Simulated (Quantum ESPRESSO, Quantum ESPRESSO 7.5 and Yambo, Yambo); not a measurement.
# BaTiO3 (P4mm): Bethe-Salpeter spectra with Yambo

Aim: the absorption spectrum of BaTiO3 (P4mm) with electron-hole interaction, and what each part of the kernel does.

Method: PBE and many-body steps on it, plane waves, in Quantum ESPRESSO 7.5 and Yambo 5.3.0.

### 1. Set-up

The structure is tetragonal, space group P4mm (No. 99). Conventional cell: a = 3.990 Å, b = 3.990 Å, c = 4.023 Å, α = 90.00°, β = 90.00°, γ = 90.00°. Nearest to Ba lie 12 O at 2.80 to 2.87 Å. Ti has 6 O at 1.84 to 2.18 Å nearest. Nearest to O lie 2 Ti at 1.84 to 2.18 Å and 4 Ba at 2.82 Å. O has 2 Ti at 2.00 Å and 4 Ba at 2.80 to 2.87 Å nearest. Farther neighbours and most contacts between anions are not listed.

Structure file:

```cif
data_structure
_symmetry_space_group_name_H-M 'P4mm'
_symmetry_Int_Tables_number 99
_cell_length_a 3.9905
_cell_length_b 3.9905
_cell_length_c 4.0230
_cell_angle_alpha 90.000
_cell_angle_beta 90.000
_cell_angle_gamma 90.000
_cell_volume 64.06
loop_
_atom_site_label
_atom_site_type_symbol
_atom_site_symmetry_multiplicity
_atom_site_Wyckoff_symbol
_atom_site_fract_x
_atom_site_fract_y
_atom_site_fract_z
_atom_site_occupancy
Ba1 Ba 1 a 0.00000 0.00000 0.00000 1
Ti1 Ti 1 b 0.50000 0.50000 0.52200 1
O1 O 1 b 0.50000 0.50000 0.97900 1
O2 O 2 c 0.50000 0.00000 0.48800 1
```

The cell and positions come from the Crystallography Open Database and are kept as given unless a step says otherwise.

### 2. Empty states on the mesh, 4×4×4 mesh, 228 bands

This step: Quantum ESPRESSO 7.5; DFT, PBE with spin-orbit coupling, plane waves, norm-conserving pseudopotentials.

The sums over transitions need many empty states on a uniform mesh; this step solves for them.

Contents of pw.in:

```
&control
  calculation = 'nscf'
  prefix = 'x'
  outdir = 'o'
  pseudo_dir = 'pseudo'
/
&system
  ibrav = 0
  nat = 5
  ntyp = 3
  ecutwfc = 76.0
  nbnd = 228
  force_symmorphic = .true.
  noncolin = .true.
  lspinorb = .true.
/
&electrons
  conv_thr = 1e-9
  electron_maxstep = 80
  diago_full_acc = .true.
  diago_thr_init = 5e-6
/
ATOMIC_SPECIES
  Ba 137.33 Ba.upf
  Ti 47.867 Ti.upf
  O 15.999 O.upf
CELL_PARAMETERS angstrom
  3.9904800000 0.0000000000 0.0000000000
  0.0000000000 3.9904800000 0.0000000000
  0.0000000000 0.0000000000 4.0230300000
ATOMIC_POSITIONS crystal
  Ba 0.0000000000 0.0000000000 0.0000000000
  Ti 0.5000000000 0.5000000000 0.5220000000
  O 0.5000000000 0.5000000000 0.9790000000
  O 0.5000000000 0.0000000000 0.4880000000
  O 0.0000000000 0.5000000000 0.4880000000
K_POINTS automatic
  4 4 4 0 0 0
```

Launch:

```console
$ OMP_NUM_THREADS=1 mpirun -n 8 pw.x -nk 4 -in pw.in > pw.out
```

Log:

```text
Program PWSCF v.7.5 starts

     This program is part of the open-source Quantum ESPRESSO suite
     for quantum simulation of materials; please cite
         "P. Giannozzi et al., J. Phys.:Condens. Matter 21 395502 (2009);
         "P. Giannozzi et al., J. Phys.:Condens. Matter 29 465901 (2017);
         "P. Giannozzi et al., J. Chem. Phys. 152 154105 (2020);
     in publications or presentations arising from this work. More details at

     Atomic positions and unit cell read from directory:
     o/x.save/

     Message from routine setup:
[...]
27.7703  27.7703  29.4060  29.4060  29.5037  29.5037  30.5192  30.5192
     [... 17 further rows ...]
    72.1697  72.1697  72.1798  72.1798  73.6394  73.6394  75.3494  75.3494
    75.3658  75.3659  75.6668  75.6668

          k = 0.0000 0.2500 0.0000 (  4821 PWs)   bands (ev):

     [... further k-points ...]

     highest occupied, lowest unoccupied level (ev):    10.4978   12.3486

     XML data file, pseudopotentials, collected wavefunctions

=------------------------------------------------------------------------------=
   JOB DONE.
=------------------------------------------------------------------------------=
```

Elapsed: 2.3 min, on 8 MPI ranks of Arm Neoverse N1, shared host; peak memory 1.2 GiB; 17 min of CPU time.

Numbers from this step:

| Quantity | Value |
| --- | --- |
| gap | 1.851 eV |
| k of the valence top | -0.5, -0.5, -0.5 |
| k of the conduction bottom | 0, 0, 0 |
| least direct gap | 2.177 eV |
| k points computed | 18 |
| lowest point of the top converged band, above the valence top | 63.3697 eV |

On this mesh the gap is 1.851 eV.

The density comes from a self-consistent run that is not shown, made with spin-orbit coupling and fully relativistic files.

### 3. Conversion and set-up

This step: Yambo 5.3.0; conversion and set-up on PBE with spin-orbit coupling, plane waves, norm-conserving pseudopotentials.

The states are converted to the many-body program's format and the q mesh is built.

Launch:

```console
$ (cd o/x.save; p2y > p2y.log; mv SAVE ../..); yambo > setup.log
```

Log:

```text
 Yambo, version 5.3.0

 [02] CORE Variables Setup
 =========================

  [02.01] Unit cells
  ==================

  Cell kind             :  Unknown
  Atoms in the cell     :  Ba  Ti  O
  number of Ba atoms    :  1
  number of Ti atoms    :  1
  number of O  atoms    :  3

  List of atomic masses
  Mass of Ba    :  137.3300
  Mass of Ti    :  47.86700
  Mass of O     :  15.99900

  List of atomic coordinates    : [cc]
  Ba1       :  0.000000  0.000000  0.000000  order 1
  Ti1       :  3.770457  3.770457  3.968466  order 2
[...]
K/Q-points units:
 rlu = crystal or reduced units; cc = cartesian coordinates; iku = interal k-units

 Q [ 1]         [rlu]:  0.000000  0.000000  0.000000
 Q [ 2]         [rlu]:  0.000000  0.000000  0.250000
 Q [ 3]         [rlu]:  0.000000  0.000000 -0.500000
[...]
Q [ 8]         [rlu]:  0.000000 -0.500000  0.250000
 Q [ 9]         [rlu]:  0.000000 -0.500000 -0.500000
 Q [10]         [rlu]:  0.250000  0.250000  0.000000
     [... 6 further rows ...]
 Q [17]         [rlu]: -0.500000 -0.500000  0.250000
 Q [18]         [rlu]: -0.500000 -0.500000 -0.500000

  [03.01] X indexes
  =================

   [03.01.01] Sigma indexes
   ========================

 [06] Game Over & Game summary
```

The job ended after 6.9 s (1 MPI rank; peak memory 0.24 GiB).

### 4. Screening and self-energy, 4×4×4 mesh, 228 bands, screening to 136.1 eV

G0W0 replaces the xc potential by the self-energy, built once from these orbitals. Only a window of levels is corrected, while the sums run over the empty bands that the input names.

This step: G0W0 on PBE with spin-orbit coupling, plane waves, norm-conserving pseudopotentials.

Contents of gw1.in:

```
HF_and_locXC
gw0
dyson
ppa
em1d
rim_cut
RandQpts= 1000000
RandGvec= 1 RL
EXXRLvcs= 76 Ry
VXCRLvcs= 304 Ry
Chimod= "HARTREE"
% BndsRnXp
 1 | 228 |
%
NGsBlkXp= 10 Ry
% LongDrXp
 1 | 1 | 1 |
%
% GbndRnge
 1 | 228 |
%
DysSolver= "n"
ExtendOut
PPAPntXp= 27.21138 eV
% QPkrange
 18 | 18 | 37 | 44 |
 1 | 1 | 37 | 44 |
%
```

Launch:

```console
$ OMP_NUM_THREADS=2 mpirun -n 4 yambo -F gw1.in -J gw1 -C gw1 > gw1.log
```

Log:

```text
 Yambo, version 5.3.0

 [02] CORE Variables Setup
 =========================

  [... cell, symmetries and grids as in the set-up ...]

  [02.05] Energies & Occupations
  ==============================

  [X] === General ===
  [X] Electronic Temperature                        :  0.000000  0.000000 [eV K]
  [X] Bosonic    Temperature                        :  0.000000  0.000000 [eV K]
  [X] Finite Temperature mode                       : no
  [X] El. density                                   :  0.62439E+24 [cm-3]
[...]
QP @ state[ 1 ] b range                          :   37   44
   QP @ state[ 2 ] K range                          :  18  18
   QP @ state[ 2 ] b range                          :   37   44
   GF energies kind                                 : Perdew, Burke & Ernzerhof(X)+Perdew, Burke & Ernzerhof(C)
   GF WF`s kind                                     : Perdew, Burke & Ernzerhof(X)+Perdew, Burke & Ernzerhof(C)
   Xs energies kind                                 : Perdew, Burke & Ernzerhof(X)+Perdew, Burke & Ernzerhof(C)
   Xs WF`s kind                                     : Perdew, Burke & Ernzerhof(X)+Perdew, Burke & Ernzerhof(C)

 [11] Game Over & Game summary
```

Wall time 44 min (4 MPI ranks); peak memory 5.5 GiB; 2.8 h of CPU time.

Numbers from this step:

```yaml
g0w0_gap_on_the_points_computed: 3.336 eV
starting_gap_on_the_mesh: 1.851 eV
k_of_the_valence_top: -0.5, -0.5, -0.5
k_of_the_conduction_bottom: 0, 0, 0
least_direct_g0w0_gap_on_the_computed_points: 3.675 eV
```

The gap on the mesh goes from 1.85 eV to 3.34 eV, a correction of +1.49 eV.

The gap opens by 1.485 eV; the next steps shift the empty bands rigidly by 1.498 eV, the correction at the start's least direct gap.

### 5. Excitons

Light makes an electron and a hole together. The Bethe-Salpeter equation adds their screened attraction and their exchange, in a window of bands around the gap.

This step: Bethe-Salpeter equation on PBE with a scissors shift with spin-orbit coupling, plane waves, norm-conserving pseudopotentials.

Contents of bse3.in:

```
optics
bss
bse
em1s
dipoles
rim_cut
RandQpts= 1000000
RandGvec= 1 RL
Chimod= "HARTREE"
BSKmod= "SEX"
BSEmod= "resonant"
BSSmod= "d"
BSENGexx= 30 Ry
BSENGBlk= 6 Ry
% BSEQptR
 1 | 1 |
%
% BSEBands
 35 | 48 |
%
% BEnRange
 0 | 9 | eV
%
% BDmRange
 0.1 | 0.1 | eV
%
BEnSteps= 181
% BLongDir
 1 | 0 | 0 |
%
% BndsRnXs
 1 | 126 |
%
NGsBlkXs= 6 Ry
% LongDrXs
 1 | 1 | 1 |
%
% KfnQP_E
 1.498 | 1.0 | 1.0 |
%
WRbsWF
```

Launch:

```console
$ OMP_NUM_THREADS=2 mpirun -n 4 yambo -F bse3.in -J bse3 -C bse3 > bse3.log
```

Log:

```text
 Yambo, version 5.3.0

 [02] CORE Variables Setup
 =========================

  [... cell, symmetries and grids as in the set-up ...]

  [02.05] Energies & Occupations
  ==============================

  [X] === General ===
  [X] Electronic Temperature                        :  0.000000  0.000000 [eV K]
  [X] Bosonic    Temperature                        :  0.000000  0.000000 [eV K]
  [X] Finite Temperature mode                       : no
  [X] El. density                                   :  0.62439E+24 [cm-3]
  [X] Fermi Level                                   :  10.49783 [eV]

  [X] === Gaps and Widths ===
  [X] Conduction Band Min                           :  1.850737 [eV]
  [X] Valence Band Max                              :  0.000000 [eV]
  [X] Filled Bands                                  :   40
  [X] Empty Bands                                   :   41  228
  [X] Direct Gap                                    :  2.176911 [eV]
  [X] Direct Gap localized at k                     :  1
  [X] Indirect Gap                                  :  1.850737 [eV]
  [X] Indirect Gap between kpts                     :  18   1
  [X] Last valence band width                       :  0.966233 [eV]
  [X] 1st conduction band width                     :  2.395377 [eV]

 [03] Transferred momenta grid and indexing
 ==========================================

 [BZ sampling] Q-grid is User defined and/or read from the database

 IBZ Q-points                                      :  18
 BZ  Q-points                                      :   64

 K/Q-points units:
 rlu = crystal or reduced units; cc = cartesian coordinates; iku = interal k-units

 Q [ 1]         [rlu]:  0.000000  0.000000  0.000000
 Q [ 2]         [rlu]:  0.000000  0.000000  0.250000
 Q [ 3]         [rlu]:  0.000000  0.000000 -0.500000
 Q [ 4]         [rlu]:  0.000000  0.250000  0.000000
 Q [ 5]         [rlu]:  0.000000  0.250000  0.250000
 Q [ 6]         [rlu]:  0.000000  0.250000 -0.500000
 Q [ 7]         [rlu]:  0.000000 -0.500000  0.000000
 Q [ 8]         [rlu]:  0.000000 -0.500000  0.250000
 Q [ 9]         [rlu]:  0.000000 -0.500000 -0.500000
 Q [10]         [rlu]:  0.250000  0.250000  0.000000
     [... 6 further rows ...]
 Q [17]         [rlu]: -0.500000 -0.500000  0.250000
 Q [18]         [rlu]: -0.500000 -0.500000 -0.500000

  [03.01] X + BSE indexes
  =======================

   [03.01.01] Sigma indexes
   ========================

 [04] Coloumb potential Random Integration (RIM)
 ===============================================

  [04.01] RIM initialization
  ==========================

  * Diagonal components only detected *

  8 x (sBL volume)        :  0.071722 [a.u.]
  sBZ random points       :  1000000
  Points outside the sBZ  :   7992674
  RL volume               :  0.573772 [a.u.]
  Integrated volume       :  0.574298 [a.u.]

  [04.02] RIM integrals
  =====================

  Gamma point sphere radius             :  0.075365 [a.u.]
  Points outside the sphere             :   799811
  [Int_sBZ(q=0) 1/q^2]*(Vol_sBZ)^(-1/3) =:  7.678270
                                 should be <:  7.795600

  Summary of Coulomb integrals for non-metallic bands |Q|[au] RIM/Bare

  Q [1] 0.100000E-4 0.984949 * Q [2] 0.206618 1.046119
  Q [4] 0.208303 1.052505 * Q [5] 0.293396 1.049018
  Q [10] 0.294585 1.050977 * Q [11] 0.359821 1.035731
  Q [3] 0.413236 1.019402 * Q [7] 0.416606 1.019496
  Q [6] 0.462768 1.018035 * Q [8] 0.465029 1.017337
  Q [13] 0.465780 1.017829 * Q [12] 0.507488 1.016008
  Q [14] 0.509551 1.015385 * Q [9] 0.586792 1.011894
  Q [16] 0.589170 1.011790 * Q [15] 0.622667 1.010825
  Q [17] 0.624350 1.010447 * Q [18] 0.719643 1.008389

 [05] External/Internal QP corrections
 =====================================

 [QP_apply] Action to be applied: USER defined scissor

  [05.01]  QP corrections report
  ==============================

  [K+QP] === General ===
  [K+QP] Electronic Temperature                     :  0.000000  0.000000 [eV K]
  [K+QP] Bosonic    Temperature                     :  0.000000  0.000000 [eV K]
[...]
[K+QP] Direct Gap                                 :  3.674911 [eV]
  [K+QP] Direct Gap localized at k                  :  1
  [K+QP] Indirect Gap                               :  3.348737 [eV]
  [K+QP] Indirect Gap between kpts                  :  18   1
  [K+QP] Last valence band width                    :  0.966233 [eV]
  [K+QP] 1st conduction band width                  :  2.395377 [eV]

  [coarse-grid] Minimum Bare Gap        [ev]:  1.850737
  [coarse-grid] Minimum Gap Correction  [ev]:  1.498000

  Eqp @ K [ 1]
  -56.47586 -56.47586 -33.17921 -33.17921 -32.54515 -32.54515 -32.49749 -32.49749
  -24.82380 -24.82380 -16.90284 -16.90284 -16.28189 -16.28189 -16.16119 -16.16119
  -11.35888 -11.35888  -9.44419  -9.44419  -9.44408  -9.44408  -2.49758  -2.49758
  -2.288478 -2.288478 -2.267609 -2.267609 -1.413804 -1.413804 -1.398310 -1.398310
  -1.181325 -1.181325 -0.490304 -0.490304 -0.362206 -0.362206 -0.326174 -0.326174
   3.348737  3.348737  3.704937  3.704937  3.729122  3.729122  5.621830  5.621830
[...]
Eqp @ K [ 2]
[...]
Eqp @ K [ 3]
[...]
Eqp @ K [ 4]
[...]
Eqp @ K [ 5]
[...]
Eqp @ K [ 6]
[...]
Eqp @ K [ 7]
[...]
Eqp @ K [ 8]
[...]
Eqp @ K [ 9]
[...]
18.57388  18.57388  19.16758  19.16758  22.20189  22.20189  22.40239  22.40239
     [... 79 further rows ...]
   16.34473  16.34473  16.39956  16.39956  16.43437  16.43437  19.41101  19.41101
   19.43575  19.43575  19.43928  19.43928  20.34621  20.34621  20.34663  20.34663

 [06] Dipoles
 ============

  [06.01] Setup: observables and procedures
  =========================================

  [WARNING] [x,Vnl] slows the Dipoles computation. To neglect it rename the ns.kb_pp file

  [WARNING] [r,Vnl^pseudo] included in position and velocity dipoles.

  [WARNING] In case H contains other non local terms, these are neglected

 [07] Static Dielectric Matrix
 =============================

 [WR./bse3//ndb.em1s]------------------------------------------------------------
  Brillouin Zone Q/K grids (IBZ/BZ)                :   18   64   18   64
  RL vectors                                       :   5983 [WF]
  Coulomb cutoff potential                         : none
  Electronic Temperature                           :  0.000000 [K]
  Bosonic    Temperature                           :  0.000000 [K]
  Static diel. fun.  energies                      : Perdew, Burke & Ernzerhof(X)+Perdew, Burke & Ernzerhof(C)
  wavefunctions                                    : Perdew, Burke & Ernzerhof(X)+Perdew, Burke & Ernzerhof(C)
  Global Gauge                                     : length
  X matrix size                                    :   95
  X band range                                     :    1  126
  X e/h energy range                               : -1.000000 -1.000000 [eV]
  X Time ordering                                  : T
  X Hxc Kernel                                     : HARTREE
  X Drude frequency                                :  0.000000  0.000000
  X poles                                          :  100.0000 [o/o]
  RL vectors in the sum                            :   5983
  [r,Vnl] included                                 : yes
  Field direction                                  :  0.577350E-5  0.577350E-5  0.577350E-5
  BZ energy Double Grid                            : no
  BZ energy DbGd points                            : 0
  BZ Q point size factor                           : -1.000000
  X Optical Averaged directions                    : none

 [08] Bethe Salpeter Equation driver
 ===================================

  [08.01] Bethe Salpeter Equation @q1
  ===================================

   [08.01.01] Transition pre-analysis @q1
   ======================================

   [08.01.02] Transition Groups build-up @q1
   =========================================

   [BSK] Transition groups (total):   36
   [BSK] Size (resonant):  3072
   [BSK]         (total):  3072
   [BSK] N. of matrices :  1

   [08.01.03] Loading Dipoles @q1
   ==============================

   [08.01.04] Independent Particles properties @q1
   ===============================================

   ==========================================================

   [BSE] Exchange components :  1221
   [BSE] Correlation components :    95   365

    [08.01.05.01] Screened interaction header I/O
    =============================================

    [08.01.05.02] Main kernel loop
    ==============================

    [08.01.05.03] Wave-Function Phases
    ==================================

    [BSE] WF phases found       :  40.32738 [o/o]

   [08.01.06] BSE solver(s) @q1
   ============================

   [08.01.07] Diago Solver @q1
   ===========================

 [11] Game Over & Game summary
```

Run time: 11 min. Hardware: 4 MPI ranks; peak memory 3.1 GiB.

Numbers from this step:

| Property | Result |
| --- | --- |
| transitions in the window | 3072 |
| direct gap of the transition levels | 3.675 eV |
| lowest state | 3.238 eV |
| first strong exciton (over a fiftieth of the strongest listed) | 3.243 eV |
| binding of the lowest state below the direct gap | 0.4368 eV |
| Coulomb term of one mesh cell | 0.4194 eV |

The binding is 1.0 times the screened Coulomb term of one mesh cell (0.42 eV), so it is not shown settled.

The lowest state lies at 3.238 eV, 0.437 eV under the direct gap.

Lines within 3 meV are set at the lowest of them, and the highest group, which the list may cut short, is left out. Exciton lines, with heights relative to the strongest:

| position (eV) | lines merged | strength, relative |
| --- | --- | --- |
| 3.238 | 2 | 0.0 |
| 3.243 | 2 | 91 |
| 3.286 | 2 | 0.0 |
| 3.291 | 2 | 100 |
| 3.423 | 4 | 39 |
| 3.531 | 4 | 59 |

The ε₂ has structure finer than the step of the table below, so its rows give means over 0.2 eV, whole bins alone (the curve runs from 0 to 9 eV). Peaks (eV: height): BSE 3.30: 4.77, 4.90: 8.78, 6.85: 4.19; no electron-hole interaction 3.95: 3.59, 5.75: 9.17, 7.30: 4.87.

Field along x; broadening 0.1 eV; transition window only. Limits: finite bands, cutoff and mesh; coarse k mesh; exciton not shown settled in the k mesh. ε₂ against photon energy; means over each step:

| photon energy (eV) | BSE | no electron-hole interaction |
| --- | --- | --- |
| 0.2 | 0.0251 | 0.0176 |
| 0.4 | 0.0278 | 0.0191 |
| 0.6 | 0.0309 | 0.0209 |
| 0.8 | 0.0347 | 0.0229 |
| 1.0 | 0.0393 | 0.0252 |
| 1.2 | 0.0449 | 0.0280 |
| 1.4 | 0.0520 | 0.0312 |
| 1.6 | 0.0611 | 0.0352 |
| 1.8 | 0.0732 | 0.0400 |
| 2.0 | 0.0898 | 0.0460 |
| 2.2 | 0.114 | 0.0537 |
| 2.4 | 0.153 | 0.0640 |
| 2.6 | 0.221 | 0.0781 |
| 2.8 | 0.372 | 0.0991 |
| 3.0 | 0.884 | 0.133 |
| 3.2 | 3.43 | 0.198 |
| 3.4 | 3.80 | 0.373 |
| 3.6 | 3.52 | 1.17 |
| 3.8 | 2.74 | 2.11 |
| 4.0 | 2.33 | 3.19 |
| 4.2 | 2.13 | 2.43 |
| 4.4 | 4.00 | 1.61 |
| 4.6 | 5.77 | 1.16 |
| 4.8 | 8.16 | 1.82 |
| 5.0 | 7.08 | 2.58 |
| 5.2 | 4.62 | 4.44 |
| 5.4 | 4.06 | 6.80 |
| 5.6 | 3.88 | 7.55 |
| 5.8 | 2.32 | 8.60 |
| 6.0 | 1.72 | 6.21 |
| 6.2 | 1.85 | 3.87 |
| 6.4 | 1.05 | 2.52 |
| 6.6 | 1.21 | 2.12 |
| 6.8 | 3.08 | 1.42 |
| 7.0 | 1.97 | 1.33 |
| 7.2 | 1.09 | 3.23 |
| 7.4 | 0.575 | 3.21 |
| 7.6 | 0.685 | 2.56 |
| 7.8 | 0.892 | 0.890 |
| 8.0 | 0.525 | 0.652 |
| 8.2 | 0.191 | 1.08 |
| 8.4 | 0.103 | 0.717 |
| 8.6 | 0.0727 | 0.273 |
| 8.8 | 0.0569 | 0.136 |

(Part 1 of 3 ends here.)

[Paths, hosts, dates, memory and timing lines, banners, echoed tables and standing remarks are left out of the program output.]

[Logs are printed without paths, hosts, clocks, repeated set-up lines and the standing remarks that a program may print on its own settings, such as how far it seeks lower states.]

[Runs of the session that timed out or met a known fault of the program may be left out.]

[Hosts, paths, dates, database ids (printed as entryN), source tags and the programs' standing remarks are cut or masked in the printed files.]
